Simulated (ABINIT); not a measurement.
# Quasiparticle gap of SiO2 (Quartz) in ABINIT, part 2 of 3

Aim: the G0W0 gap of SiO2 (Quartz) on LDA, step by step.

ABINIT 10.8.3; LDA and many-body steps on it, plane waves. Known limits of the many-body steps: not at the basis limit; coarse k mesh.

So far. Step 2 (Ground state): The gap is indirect, with the least direct gap 0.32 eV higher.

### Step 3. Bands along the symmetry lines

Level of this step: DFT, LDA, plane waves, norm-conserving pseudopotentials (ABINIT).

The cheap functional maps the bands first; the places of the edges decide which points the dearer methods must see.

The input, run.abi:

```
acell 3*1.0 Angstrom
rprim 
  4.915799999986 0.000000000003 0.000000000000
  -2.457899999996 4.257207679910 0.000000000000
  0.000000000000 0.000000000000 5.409100000000
ntypat 2
znucl 14 8
natom 9
typat 1 1 1 2 2 2 2 2 2
xred 
  0.530300000000 0.000000000000 0.333333333333
  0.000000000000 0.530300000000 0.666666666667
  0.469700000000 0.469700000000 -0.000000000000
  0.146200000000 0.414200000000 0.881000000000
  0.585800000000 0.732000000000 0.214333333333
  0.268000000000 0.853800000000 0.547666666667
  0.414200000000 0.146200000000 0.119000000000
  0.732000000000 0.585800000000 0.785666666667
  0.853800000000 0.268000000000 0.452333333333
pp_dirpath "pseudos"
pseudos "Si.upf, O.upf"
ecut 36
iscf -2
irdden 1
kptopt 0
nkpt 39
kpt 
  0.00000000 0.00000000 0.00000000
  0.12500000 0.00000000 0.00000000
  0.25000000 0.00000000 0.00000000
  0.37500000 0.00000000 0.00000000
  0.50000000 0.00000000 0.00000000
  0.45833333 0.08333333 0.00000000
  0.41666666 0.16666666 0.00000000
  0.37500000 0.25000000 0.00000000
  0.33333333 0.33333333 0.00000000
  0.25000000 0.25000000 0.00000000
  0.16666666 0.16666666 0.00000000
  0.08333333 0.08333333 0.00000000
  0.00000000 0.00000000 0.00000000
  0.00000000 0.00000000 0.12500000
  0.00000000 0.00000000 0.25000000
  0.00000000 0.00000000 0.37500000
  0.00000000 0.00000000 0.50000000
  0.12500000 0.00000000 0.50000000
  0.25000000 0.00000000 0.50000000
  0.37500000 0.00000000 0.50000000
  0.50000000 0.00000000 0.50000000
  0.45833333 0.08333333 0.50000000
  0.41666666 0.16666666 0.50000000
  0.37500000 0.25000000 0.50000000
  0.33333333 0.33333333 0.50000000
  0.25000000 0.25000000 0.50000000
  0.16666666 0.16666666 0.50000000
  0.08333333 0.08333333 0.50000000
  0.00000000 0.00000000 0.50000000
  0.50000000 0.00000000 0.50000000
  0.50000000 0.00000000 0.37500000
  0.50000000 0.00000000 0.25000000
  0.50000000 0.00000000 0.12500000
  0.50000000 -0.00000000 0.00000000
  0.33333333 0.33333333 0.50000000
  0.33333333 0.33333333 0.37500000
  0.33333333 0.33333333 0.25000000
  0.33333333 0.33333333 0.12500000
  0.33333333 0.33333333 0.00000000
istwfk *1
nband 31
nbdbuf 2
tolwfr 1e-08
nstep 40
prtwf 0
prtvol 0
indata_prefix "in"
outdata_prefix "out"
tmpdata_prefix "tmp"
```

Command:

```sh
$ OMP_NUM_THREADS=1 mpirun -n 8 abinit run.abi > log
```

Numbers of over 12 decimals in the logs are rounded to 6 here.

Output:

```text
.Version 10.8.3 of ABINIT. v10.8.2 released Aug 2026.

 Symmetries : space group P3_1 2 1 (#152); Bravais hP (primitive hexag.)
[... echo of the input left out ...]
== DATASET  1 ==================================================================
-   mpi_nproc: 8, omp_nthreads: 1 (-1 if OMP is not activated)

--- !DatasetInfo
iteration_state: {dtset: 1, }
dimensions: {natom: 9, nkpt: 39, mband: 31, nsppol: 1, nspinor: 1, nspden: 1, mpw: 7935, }
cutoff_energies: {ecut:  36.0, pawecutdg:  -1.0, }
electrons: {nelect:   4.80000000E+01, charge:   0.00000000E+00, occopt:   1.00000000E+00, tsmear:   1.00000000E-02, }

 Real(R)+Recip(G) space primitive vectors, cartesian coordinates (Bohr,Bohr^-1):
 R(1)=  9.2895157  0.0000000  0.0000000  G(1)=  0.1076482  0.0621507  0.0000000
 R(2)= -4.6447578  8.0449566  0.0000000  G(2)=  0.0000000  0.1243015  0.0000000
 R(3)=  0.0000000  0.0000000 10.2217176  G(3)=  0.0000000  0.0000000  0.0978309
 Unit cell volume ucvol=  7.6390729E+02 bohr^3
 Angles (23,13,12)=  9.00000000E+01  9.00000000E+01  1.20000000E+02 degrees

 getcut: wavevector=  0.0000  0.0000  0.0000  ngfft=  54  54  60
         ecut(hartree)=     36.000   => boxcut(ratio)=   2.15270

--- Pseudopotential description ------------------------------------------------
- Si Generated using ONCVPSP code by D. R. Hamann
- 14.00000   4.00000  180309                  znucl, zion, pspdat
12 -1012 2 -1 1510                            pspcod,pspxc,lmax,lloc,mmax
     nproj     2     2     2
  pspatm : epsatm=    6.67003958
         --- l  ekb(1:nproj) -->
             0    5.565958    0.856966
             1    2.726111    0.629828
             2   -2.124804   -0.444604
 pspatm: atomic psp has been read  and splines computed

- O Generated using ONCVPSP code by D. R. Hamann
-  8.00000   6.00000  201201                  znucl, zion, pspdat
12 -1012 2 -1 926                             pspcod,pspxc,lmax,lloc,mmax
     nproj     2     2     1
  pspatm : epsatm=    6.27558587
         --- l  ekb(1:nproj) -->
[...]
2   -1.033686
 pspatm: atomic psp has been read  and splines computed

--------------------------------------------------------------------------------

================================================================================
 prteigrs : about to open file out_EIG
 Non-SCF case, kpt    1 (  0.00000  0.00000  0.00000), residuals and eigenvalues=
  7.74E-09  5.65E-09  7.78E-09  3.77E-09  4.74E-09  9.32E-09  2.04E-09  7.75E-09
  4.71E-09  6.54E-09  3.01E-09  6.30E-09  2.70E-09  7.08E-09  7.17E-09  3.78E-09
  4.04E-09  7.43E-09  4.39E-09  4.86E-09  7.85E-09  8.67E-09  5.36E-09  9.52E-09
  3.61E-09  5.24E-09  8.82E-09  5.64E-09  4.11E-09  1.91E-07  4.25E-04
 -6.9890E-01 -6.4078E-01 -6.4078E-01 -6.1613E-01 -6.1455E-01 -6.1455E-01
 -3.0057E-01 -3.0057E-01 -1.9753E-01 -1.9667E-01 -1.9047E-01 -1.9047E-01
[...]
3.9601E-01

--- !ResultsGS
iteration_state: {dtset: 1, }
comment   : Summary of ground state results
lattice_vectors:
- [  9.2895157,   0.0000000,   0.0000000, ]
- [ -4.6447578,   8.0449566,   0.0000000, ]
- [  0.0000000,   0.0000000,  10.2217176, ]
lattice_lengths: [   9.28952,    9.28952,   10.22172, ]
lattice_angles: [ 90.000,  90.000, 120.000, ] # degrees, (23, 13, 12)
lattice_volume:   7.6390729E+02
convergence: {deltae:  0.000E+00, res2:  0.000E+00, residm:  9.991E-09, diffor:  0.000E+00, }
etotal    :  -1.12309965E+02
entropy   :   0.00000000E+00
fermie    :   4.34510667E-03
cartesian_stress_tensor: null
pressure_GPa: null
xred      :
- [  5.3030E-01,   2.5857E-29,   3.3333E-01, Si]
- [ -2.2564E-18,   5.3030E-01,   6.6667E-01, Si]
- [  4.6970E-01,   4.6970E-01,   1.3878E-16, Si]
- [  1.4620E-01,   4.1420E-01,   8.8100E-01,  O]
- [  5.8580E-01,   7.3200E-01,   2.1433E-01,  O]
- [  2.6800E-01,   8.5380E-01,   5.4767E-01,  O]
- [  4.1420E-01,   1.4620E-01,   1.1900E-01,  O]
- [  7.3200E-01,   5.8580E-01,   7.8567E-01,  O]
- [  8.5380E-01,   2.6800E-01,   4.5233E-01,  O]
cartesian_forces: null
force_length_stats: {min: null, max: null, mean: null, }

 Integrated electronic density in atomic spheres:
 ------------------------------------------------
 Atom  Sphere_radius  Integrated_density
[...]
================================================================================

 ----iterations are completed or convergence reached----

 Mean square residual over all n,k,spin=   59.180E-10; max=  99.911E-10
 reduced coordinates (array xred) for    9 atoms
[...]
0.732000000000      0.585800000000      0.785666666667
       0.853800000000      0.268000000000      0.452333333333

 cartesian coordinates (angstrom) at end:
    1      2.606849     1.59e-12     1.803033
    2     -1.303424     2.257597     3.606067
    3      1.154476     1.999610     0.000000
[...]
8      2.158528     2.493872     4.249750
    9      3.538393     1.140932     2.446716
 length scales=  1.889726125908  1.889726125908  1.889726125908 bohr
              =  1.000000000000  1.000000000000  1.000000000000 angstroms
 prteigrs : about to open file out_EIG
 Eigenvalues (hartree) for nkpt=  39  k points:
 kpt#   1, nband= 31, wtk=  1.00000, kpt=  0.0000  0.0000  0.0000 (reduced coord)
[...]
kpt#   2, nband= 31, wtk=  1.00000, kpt=  0.1250  0.0000  0.0000 (reduced coord)
[...]
kpt#   3, nband= 31, wtk=  1.00000, kpt=  0.2500  0.0000  0.0000 (reduced coord)
[...]
kpt#  38, nband= 31, wtk=  1.00000, kpt=  0.3333  0.3333  0.1250 (reduced coord)
[...]
0.32416    0.32707    0.34337    0.37565    0.37591    0.37935    0.40009
 kpt#  39, nband= 31, wtk=  1.00000, kpt=  0.3333  0.3333  0.0000 (reduced coord)
[...]
-0.24399   -0.19360   -0.19360   -0.16427   -0.10496   -0.10496   -0.10388   -0.07224
  -0.07224   -0.06592   -0.05972   -0.04158   -0.04158   -0.01177   -0.01177    0.00435
   0.32405    0.32405    0.34157    0.37671    0.38067    0.38067    0.39601

== END DATASET(S) ==============================================================
================================================================================

 -outvars: echo values of variables after computation  --------
            nband          31
             nkpt          39
          spgroup         152
 [... the other variables as echoed above ...]

 Calculation completed.
```

The job ended after 63 s (8 MPI ranks of Arm Neoverse N1, shared host; peak memory 0.73 GiB).

Numbers from this step:

```
gap                        : 5.801 eV
k of the valence top       : 0.3333, 0.3333, 0
k of the conduction bottom : 0, 0, 0
least direct gap           : 6.126 eV
```

The gap is 5.801 eV, as in the run before at this level.

The electronic bands at the labelled points (eV, zero at the top of the highest filled band):

```tsv
point	band 21	band 22	band 23	band 24	band 25	band 26	band 27	band 28
Γ	-1.01	-0.69	-0.32	-0.32	5.80	9.04	9.04	9.51
halfway	-1.02	-0.85	-0.24	-0.16	6.68	9.06	9.14	9.62
M	-1.06	-0.79	-0.27	-0.03	8.05	8.76	9.45	9.49
halfway	-1.12	-0.63	-0.32	-0.02	8.24	8.82	9.37	9.67
K	-1.25	-0.44	-0.44	0.00	8.70	8.70	9.18	10.13
halfway	-0.93	-0.88	-0.25	-0.11	6.92	9.07	9.23	9.66
Γ	-1.01	-0.69	-0.32	-0.32	5.80	9.04	9.04	9.51
halfway	-1.09	-0.54	-0.23	-0.10	6.39	8.90	8.95	9.00
A	-1.23	-0.21	-0.21	-0.09	7.73	7.73	8.73	9.50
halfway	-1.10	-0.45	-0.42	-0.15	8.14	8.25	9.08	9.46
L	-0.90	-0.84	-0.61	-0.19	8.79	9.21	9.37	9.50
halfway	-0.87	-0.85	-0.63	-0.34	8.82	9.36	9.46	9.57
H	-0.95	-0.78	-0.60	-0.60	8.90	9.51	9.51	9.86
halfway	-1.07	-0.54	-0.39	-0.23	8.27	8.39	9.15	9.64
A	-1.23	-0.21	-0.21	-0.09	7.73	7.73	8.73	9.50
jump to L	-0.90	-0.84	-0.61	-0.19	8.79	9.21	9.37	9.50
halfway	-0.98	-0.73	-0.45	-0.12	8.35	8.87	9.30	9.78
M	-1.06	-0.79	-0.27	-0.03	8.05	8.76	9.45	9.49
jump to H	-0.95	-0.78	-0.60	-0.60	8.90	9.51	9.51	9.86
halfway	-1.03	-0.56	-0.51	-0.20	8.77	8.96	9.36	9.97
K	-1.25	-0.44	-0.44	0.00	8.70	8.70	9.18	10.13
```

### Step 4. Empty states on the mesh, 3×3×2 mesh, 177 bands

The sums over transitions need many empty states on a uniform mesh; this step solves for them.

The input, run.abi:

```
acell 3*1.0 Angstrom
rprim 
  4.915799999986 0.000000000003 0.000000000000
  -2.457899999996 4.257207679910 0.000000000000
  0.000000000000 0.000000000000 5.409100000000
ntypat 2
znucl 14 8
natom 9
typat 1 1 1 2 2 2 2 2 2
xred 
  0.530300000000 0.000000000000 0.333333333333
  0.000000000000 0.530300000000 0.666666666667
  0.469700000000 0.469700000000 -0.000000000000
  0.146200000000 0.414200000000 0.881000000000
  0.585800000000 0.732000000000 0.214333333333
  0.268000000000 0.853800000000 0.547666666667
  0.414200000000 0.146200000000 0.119000000000
  0.732000000000 0.585800000000 0.785666666667
  0.853800000000 0.268000000000 0.452333333333
pp_dirpath "pseudos"
pseudos "Si.upf, O.upf"
ecut 36
ngkpt 3 3 2
nshiftk 1
shiftk 0 0 0
kptopt 1
chksymbreak 0
iscf -2
irdden 1
istwfk *1
nband 177
nbdbuf 16
tolwfr 1e-09
nstep 60
prtvol 0
indata_prefix "in"
outdata_prefix "out"
tmpdata_prefix "tmp"
```

Command:

```sh
$ OMP_NUM_THREADS=1 mpirun -n 6 abinit run.abi > log
```

Output:

```text
.Version 10.8.3 of ABINIT. v10.8.2 released Aug 2026.

 Symmetries : space group P3_1 2 1 (#152); Bravais hP (primitive hexag.)
[... echo of the input left out ...]
== DATASET  1 ==================================================================
-   mpi_nproc: 6, omp_nthreads: 1 (-1 if OMP is not activated)

--- !DatasetInfo
iteration_state: {dtset: 1, }
dimensions: {natom: 9, nkpt: 6, mband: 177, nsppol: 1, nspinor: 1, nspden: 1, mpw: 7935, }
cutoff_energies: {ecut:  36.0, pawecutdg:  -1.0, }
electrons: {nelect:   4.80000000E+01, charge:   0.00000000E+00, occopt:   1.00000000E+00, tsmear:   1.00000000E-02, }

 Real(R)+Recip(G) space primitive vectors, cartesian coordinates (Bohr,Bohr^-1):
 R(1)=  9.2895157  0.0000000  0.0000000  G(1)=  0.1076482  0.0621507  0.0000000
 R(2)= -4.6447578  8.0449566  0.0000000  G(2)=  0.0000000  0.1243015  0.0000000
 R(3)=  0.0000000  0.0000000 10.2217176  G(3)=  0.0000000  0.0000000  0.0978309
 Unit cell volume ucvol=  7.6390729E+02 bohr^3
 Angles (23,13,12)=  9.00000000E+01  9.00000000E+01  1.20000000E+02 degrees

 getcut: wavevector=  0.0000  0.0000  0.0000  ngfft=  54  54  60
         ecut(hartree)=     36.000   => boxcut(ratio)=   2.15270

--- Pseudopotential description ------------------------------------------------
- Si Generated using ONCVPSP code by D. R. Hamann
- 14.00000   4.00000  180309                  znucl, zion, pspdat
12 -1012 2 -1 1510                            pspcod,pspxc,lmax,lloc,mmax
     nproj     2     2     2
  pspatm : epsatm=    6.67003958
         --- l  ekb(1:nproj) -->
             0    5.565958    0.856966
             1    2.726111    0.629828
             2   -2.124804   -0.444604
 pspatm: atomic psp has been read  and splines computed

- O Generated using ONCVPSP code by D. R. Hamann
-  8.00000   6.00000  201201                  znucl, zion, pspdat
12 -1012 2 -1 926                             pspcod,pspxc,lmax,lloc,mmax
     nproj     2     2     1
  pspatm : epsatm=    6.27558587
         --- l  ekb(1:nproj) -->
[...]
2   -1.033686
 pspatm: atomic psp has been read  and splines computed

--------------------------------------------------------------------------------

================================================================================
 prteigrs : about to open file out_EIG
 Non-SCF case, kpt    1 (  0.00000  0.00000  0.00000), residuals and eigenvalues=
  1.38E-10  6.65E-11  6.44E-10  6.02E-11  2.72E-10  6.84E-10  3.99E-10  5.65E-10
  2.40E-10  1.89E-10  8.21E-11  9.02E-10  1.16E-10  2.15E-10  2.52E-10  4.08E-10
  1.77E-10  2.98E-10  2.24E-10  6.07E-11  2.99E-10  2.72E-10  1.10E-10  2.26E-10
[...]
6.38E-04
 -6.9890E-01 -6.4078E-01 -6.4078E-01 -6.1613E-01 -6.1455E-01 -6.1455E-01
 -3.0057E-01 -3.0057E-01 -1.9753E-01 -1.9667E-01 -1.9047E-01 -1.9047E-01
 -1.0555E-01 -1.0555E-01 -9.5939E-02 -8.6673E-02 -5.1708E-02 -5.1708E-02
[...]
2.2633E+00  2.2926E+00  2.2926E+00  2.3456E+00  2.3738E+00  2.3744E+00
  2.3744E+00  2.4024E+00  2.4144E+00  2.4145E+00  2.4281E+00  2.4283E+00
[...]
prteigrs : prtvol=0 or 1, do not print more k-points.

--- !ResultsGS
iteration_state: {dtset: 1, }
comment   : Summary of ground state results
lattice_vectors:
- [  9.2895157,   0.0000000,   0.0000000, ]
- [ -4.6447578,   8.0449566,   0.0000000, ]
- [  0.0000000,   0.0000000,  10.2217176, ]
lattice_lengths: [   9.28952,    9.28952,   10.22172, ]
lattice_angles: [ 90.000,  90.000, 120.000, ] # degrees, (23, 13, 12)
lattice_volume:   7.6390729E+02
convergence: {deltae:  0.000E+00, res2:  0.000E+00, residm:  9.890E-10, diffor:  0.000E+00, }
etotal    :  -1.12309965E+02
entropy   :   0.00000000E+00
fermie    :   4.34510667E-03
cartesian_stress_tensor: null
pressure_GPa: null
xred      :
- [  5.3030E-01,   2.5857E-29,   3.3333E-01, Si]
- [ -2.2564E-18,   5.3030E-01,   6.6667E-01, Si]
- [  4.6970E-01,   4.6970E-01,   1.3878E-16, Si]
- [  1.4620E-01,   4.1420E-01,   8.8100E-01,  O]
- [  5.8580E-01,   7.3200E-01,   2.1433E-01,  O]
- [  2.6800E-01,   8.5380E-01,   5.4767E-01,  O]
- [  4.1420E-01,   1.4620E-01,   1.1900E-01,  O]
- [  7.3200E-01,   5.8580E-01,   7.8567E-01,  O]
- [  8.5380E-01,   2.6800E-01,   4.5233E-01,  O]
cartesian_forces: null
force_length_stats: {min: null, max: null, mean: null, }

 Integrated electronic density in atomic spheres:
 ------------------------------------------------
 Atom  Sphere_radius  Integrated_density
[...]
================================================================================

 ----iterations are completed or convergence reached----

 Mean square residual over all n,k,spin=   36.839E-11; max=  98.901E-11
 reduced coordinates (array xred) for    9 atoms
[...]
0.732000000000      0.585800000000      0.785666666667
       0.853800000000      0.268000000000      0.452333333333

 cartesian coordinates (angstrom) at end:
    1      2.606849     1.59e-12     1.803033
    2     -1.303424     2.257597     3.606067
    3      1.154476     1.999610     0.000000
[...]
8      2.158528     2.493872     4.249750
    9      3.538393     1.140932     2.446716
 length scales=  1.889726125908  1.889726125908  1.889726125908 bohr
              =  1.000000000000  1.000000000000  1.000000000000 angstroms
 prteigrs : about to open file out_EIG
 Eigenvalues (hartree) for nkpt=   6  k points:
 kpt#   1, nband=177, wtk=  0.05556, kpt=  0.0000  0.0000  0.0000 (reduced coord)
[...]
2.23799    2.26326    2.26326    2.29256    2.29256    2.34555    2.37376    2.37444
   2.37445    2.40241    2.41444    2.41448    2.42814    2.42826    2.45587    2.45713
   2.46641
 prteigrs : prtvol=0 or 1, do not print more k-points.

== END DATASET(S) ==============================================================
================================================================================

 -outvars: echo values of variables after computation  --------
            nband         177
             nkpt           6
          spgroup         152
 [... the other variables as echoed above ...]

 Calculation completed.
```

The job ended after 1.7 min (6 MPI ranks; peak memory 0.68 GiB; 10 min of CPU time).

This step gave:

```yaml
gap: 5.801 eV
k_of_the_valence_top: 0.3333, 0.3333, 0
k_of_the_conduction_bottom: 0, 0, 0
least_direct_gap: 6.126 eV
k_points_computed: 6
lowest_point_of_the_top_converged_band_above_the_valence_top: 60.7804 eV
```

On this mesh the gap is 5.801 eV.

### Step 5. Screening, 3×3×2 mesh, 161 bands, screening to 130.6 eV

The RPA dielectric matrix is built and inverted for each q.

This step: RPA screening on LDA, plane waves, norm-conserving pseudopotentials.

run.abi: that of step 4 with these lines changed.

```diff
@@ -27,10 +27,11 @@
 chksymbreak 0
-iscf -2
-irdden 1
 istwfk *1
-nband 177
-nbdbuf 16
-tolwfr 1e-09
-nstep 60
-prtvol 0
+occopt 1
+irdwfk 1
+optdriver 3
+nband 161
+ecuteps 4.8
+inclvkb 2
+awtr 1
+symchi 1
 indata_prefix "in"
```

Command:

```sh
$ OMP_NUM_THREADS=1 mpirun -n 8 abinit run.abi > log
```

Output:

```text
.Version 10.8.3 of ABINIT. v10.8.2 released Aug 2026.

 Symmetries : space group P3_1 2 1 (#152); Bravais hP (primitive hexag.)
[... echo of the input left out ...]
== DATASET  1 ==================================================================
-   mpi_nproc: 8, omp_nthreads: 1 (-1 if OMP is not activated)

--- !DatasetInfo
iteration_state: {dtset: 1, }
dimensions: {natom: 9, nkpt: 6, mband: 161, nsppol: 1, nspinor: 1, nspden: 1, mpw: 7935, }
cutoff_energies: {ecut:  36.0, pawecutdg:  -1.0, }
electrons: {nelect:   4.80000000E+01, charge:   0.00000000E+00, occopt:   1.00000000E+00, tsmear:   1.00000000E-02, }

 SCREENING: Calculation of the susceptibility and dielectric matrices

 Based on a program developped by R.W. Godby, V. Olevano, G. Onida, and L. Reining.
 Incorporated in ABINIT by V. Olevano, G.-M. Rignanese, and M. Torrent.
.Using double precision arithmetic ; gwpc =  8

[... cell and pseudopotentials left out ...]
--------------------------------------------------------------------------------

 ==== K-mesh for the wavefunctions ====
 Number of points in the irreducible wedge :     6
[... list of points left out ...]
 Together with  6 symmetry operations and time-reversal symmetry
 yields    18 points in the full Brillouin Zone.

 ==== Q-mesh for the screening function ====
 Number of points in the irreducible wedge :     6
[... list of points left out ...]
 Together with  6 symmetry operations and time-reversal symmetry
 yields    18 points in the full Brillouin Zone.

 setmesh: FFT mesh size selected  =    36x   36x   45
          total number of points  =        58320

 vcoul_init : cutoff-mode = AUXILIARY_FUNCTION
 q-points for optical limit:   1
     1)      0.000010    0.000020    0.000030

- screening: taking advantage of time-reversal symmetry
- Maximum band index for partially occupied states nbvw = 24
- Remaining bands to be divided among processors   nbcw = 137
- Number of bands treated by each node ~17

 Number of electrons calculated from density =   48.0000; Expected =   48.0000
 average of density, n =  0.062835
 r_s =    1.5604
 omega_plasma =   24.1800 [eV]

 calculating chi0 at frequencies [eV] :
  1    0.000000E+00    0.000000E+00
  2    0.000000E+00    2.417998E+01

--------------------------------------------------------------------------------
  q-point number  1        q = ( 0.000000, 0.000000, 0.000000) [r.l.u.]
--------------------------------------------------------------------------------
[... chi0 elements left out ...]
 For q-point:  0.000010 0.000020 0.000030
  dielectric constant =   2.3857
  dielectric constant without local fields =   2.5933

  Average fulfillment of the sum rule on Im[epsilon] for q-point    1 :     60.45  [%]
[... wings left out ...]
  q-point number  2        q = ( 0.333333, 0.000000, 0.000000) [r.l.u.]
--------------------------------------------------------------------------------
[... chi0 elements left out ...]
  Average fulfillment of the sum rule on Im[epsilon] for q-point    2 :     67.07  [%]

 [... 4 further q-points ...]
```

The job ended after 1.9 min (8 MPI ranks; peak memory 3.1 GiB).

Numbers from this step:

```
ε∞ with local fields, on this mesh, along the program's q direction : 2.386
the same without local fields                                       : 2.593
plasma frequency                                                    : 24.18 eV
plane waves in the screening matrix                                 : 389
```

Local fields lower ε∞ by 8 %. On a Γ-centred mesh this coarse the value itself is usually too large, while a short band sum pulls it down.

[end of part 2 of 3]

[Paths, hosts, dates, memory and timing lines, banners, echoed tables and standing remarks are left out of the program output.]

[Logs are printed without paths, hosts, clocks, repeated set-up lines and the standing remarks that a program may print on its own settings, such as how far it seeks lower states.]

[Runs of the session that timed out or met a known fault of the program may be left out.]

[Hosts, paths, dates, database ids (printed as entryN), source tags and the programs' standing remarks are cut or masked in the printed files.]

[G0W0 gaps are taken among the corrected bands and points alone; a level outside them can change the order at an edge.]

[Where Ansatz stands beside ABINIT at settings called matched, ABINIT's density can come from a denser mesh and the files from another edition; pairs whose starting gaps differed by over 0.03 eV were left out, so agreement reads better than it is.]
